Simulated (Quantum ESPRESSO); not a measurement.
# Fixed-spin-moment curve of Nickel

Wanted: E(M) for Nickel from a parallel start.

Method: PBEsol; plane waves with GBRV 1.5 PBEsol potentials, no spin-orbit coupling, in Quantum ESPRESSO 7.5.

Most raw output is cut from this account.

## (1) The structure

The structure is cubic, space group Fm-3m (No. 225). Conventional cell: a = 3.524 Å, b = 3.524 Å, c = 3.524 Å, α = 90.00°, β = 90.00°, γ = 90.00°. Ni has 12 Ni at 2.49 Å nearest.

The cell comes from the Crystallography Open Database.

## (2) The free run

pw.in

```
&CONTROL
  calculation = 'scf'
  prefix = 'pwscf'
  outdir = './tmp'
  pseudo_dir = './pseudo'
  disk_io = 'nowf'
  tprnfor = .true.
  tstress = .true.
/
&SYSTEM
  ibrav = 0
  nat = 1
  ntyp = 1
  ecutwfc = 40
  ecutrho = 280
  nbnd = 15
  occupations = 'smearing'
  smearing = 'fd'
  degauss = 0.00367493
  nspin = 2
  starting_magnetization(1) = 0.0556
/
&ELECTRONS
  conv_thr = 2d-09
  electron_maxstep = 150
  mixing_beta = 0.3
/
ATOMIC_SPECIES
Ni     58.6934 ni_pbesol_v1.4.uspp.F.UPF
CELL_PARAMETERS angstrom
   0.0000000000    1.7619350000    1.7619350000
   1.7619350000    0.0000000000    1.7619350000
   1.7619350000    1.7619350000    0.0000000000
ATOMIC_POSITIONS crystal
Ni      0.0000000000    0.0000000000    0.0000000000
K_POINTS automatic
14 14 14 0 0 0
```

Started as:

```sh
$ OMP_NUM_THREADS=1 mpirun -n 2 pw.x -nk 2 -in pw.in > pw.out
```

Run time: 5.8 s. Hardware: 2 MPI ranks of Arm Neoverse V2, shared host; peak memory 0.13 GiB; 11 s of CPU time.

Spin moment in the atom's sphere by atom:

| atom | spin moment in the atom's sphere (μB) |
| --- | --- |
| Ni1 | 0.710 |

Read from the output:

| Quantity | Value |
| --- | --- |
| smearing term TS | 0.01566 eV |
| pressure | -17.38 GPa |
| magnetization | 0.668 μB |
| absolute magnetization | 0.768 μB |
| final state | ferromagnetic |

## (3) Moment fixed at 0 μB

The two spin channels are filled to separate Fermi energies, so that the total moment meets the target. Half of the up one less the down one is the slope dE/dM.

Edit pw.in of step 2 so:

```diff
@@ -15,3 +15,3 @@
   ecutrho = 280
-  nbnd = 15
+  nbnd = 16
   occupations = 'smearing'
@@ -20,3 +20,4 @@
   nspin = 2
-  starting_magnetization(1) = 0.0556
+  starting_magnetization(1) = 0.0028
+  tot_magnetization = 0
 /
```

Elapsed: 6.1 s, on 2 MPI ranks; peak memory 0.13 GiB; 12 s of CPU time.

Read from the output:

| Property | Result |
| --- | --- |
| magnetization | 0 μB |
| absolute magnetization | 0 μB |
| half the difference of the two Fermi energies | 0 meV |
| largest moment | 0 μB |

## (4) Moment fixed at 0.159 μB

Edit pw.in of step 3 so:

```diff
@@ -20,4 +20,4 @@
   nspin = 2
-  starting_magnetization(1) = 0.0028
-  tot_magnetization = 0
+  starting_magnetization(1) = 0.0088
+  tot_magnetization = 0.159
 /
```

Wall time 5.7 s (2 MPI ranks); peak memory 0.13 GiB.

Spin moment in the atom's sphere by atom:

| atom | spin moment in the atom's sphere (μB) |
| --- | --- |
| Ni1 | 0.172 |

This step gave:

```yaml
magnetization: 0.159 μB
absolute_magnetization: 0.19 μB
half_the_difference_of_the_two_fermi_energies: -64.1 meV
```

## (5) Moment fixed at 0.317 μB

Edit pw.in of step 4 so:

```diff
@@ -20,4 +20,4 @@
   nspin = 2
-  starting_magnetization(1) = 0.0088
-  tot_magnetization = 0.159
+  starting_magnetization(1) = 0.0176
+  tot_magnetization = 0.317
 /
```

Run time: 5.8 s. Hardware: 2 MPI ranks; peak memory 0.13 GiB; 11 s of CPU time.

Read from the output:

| Item | Value |
| --- | --- |
| magnetization | 0.317 μB |
| absolute magnetization | 0.38 μB |
| half the difference of the two Fermi energies | -122 meV |
| largest moment | 0.3426 μB |

## (6) The curve

The runs not shown differ in the target, the start and the number of states alone. The point at 0.67 μB is the free run, entered with slope zero.

Energy over the lowest against total spin moment:

| total spin moment (μB a cell) | energy over the lowest (meV a cell) |
| --- | --- |
| 0.000 | 54.0 |
| 0.159 | 48.9 |
| 0.317 | 34.1 |
| 0.476 | 11.6 |
| 0.634 | 0.234 |
| 0.668 | 0 |
| 0.793 | 8.02 |
| 0.951 | 56.2 |
| 1.110 | 140 |
| 1.268 | 276 |

dE/dM against total spin moment:

| total spin moment (μB a cell) | dE/dM (meV/μB) |
| --- | --- |
| 0.000 | 0 |
| 0.159 | -64.1 |
| 0.317 | -122 |
| 0.476 | -147 |
| 0.634 | -13.2 |
| 0.668 | 0 |
| 0.793 | 185 |
| 0.951 | 397 |
| 1.110 | 667 |
| 1.268 | 1020 |

Table of largest site moment by total spin moment:

| total spin moment (μB a cell) | largest site moment (μB) |
| --- | --- |
| 0.000 | 0 |
| 0.159 | 0.172 |
| 0.317 | 0.343 |
| 0.476 | 0.514 |
| 0.634 | 0.676 |
| 0.668 | 0.710 |
| 0.793 | 0.828 |
| 0.951 | 0.971 |
| 1.110 | 1.11 |
| 1.268 | 1.24 |

## (7) Results

```yaml
moment_of_the_free_run: 0.67 μB a cell
energy_at_zero_total_moment: 54.0 meV a cell over the lowest
delta_e_delta_m2_from_the_lowest_point_to_0p95_and_to_0p48_mu_b: 704 and 314 meV/μB²
```

At zero total moment the site moments vanish, so the 54 meV a cell is the energy of forming them. The points show one minimum alone. The cell holds one seeded atom, so opposed orders, which may lie lower, cannot form in it.

[Logs and program files are shortened in this print: banners, set-up blocks, solver, clock and traceback lines can be left out without a mark of their own.]

[Logs are printed without paths, hosts, clocks, repeated set-up lines and the standing remarks that a program may print on its own settings, such as how far it seeks lower states.]

[Hosts, paths, dates, database ids (printed as entryN), source tags and the programs' standing remarks are cut or masked in the printed files.]

[Where a cell is said to come from a database of computed structures, the database is the Materials Project.]
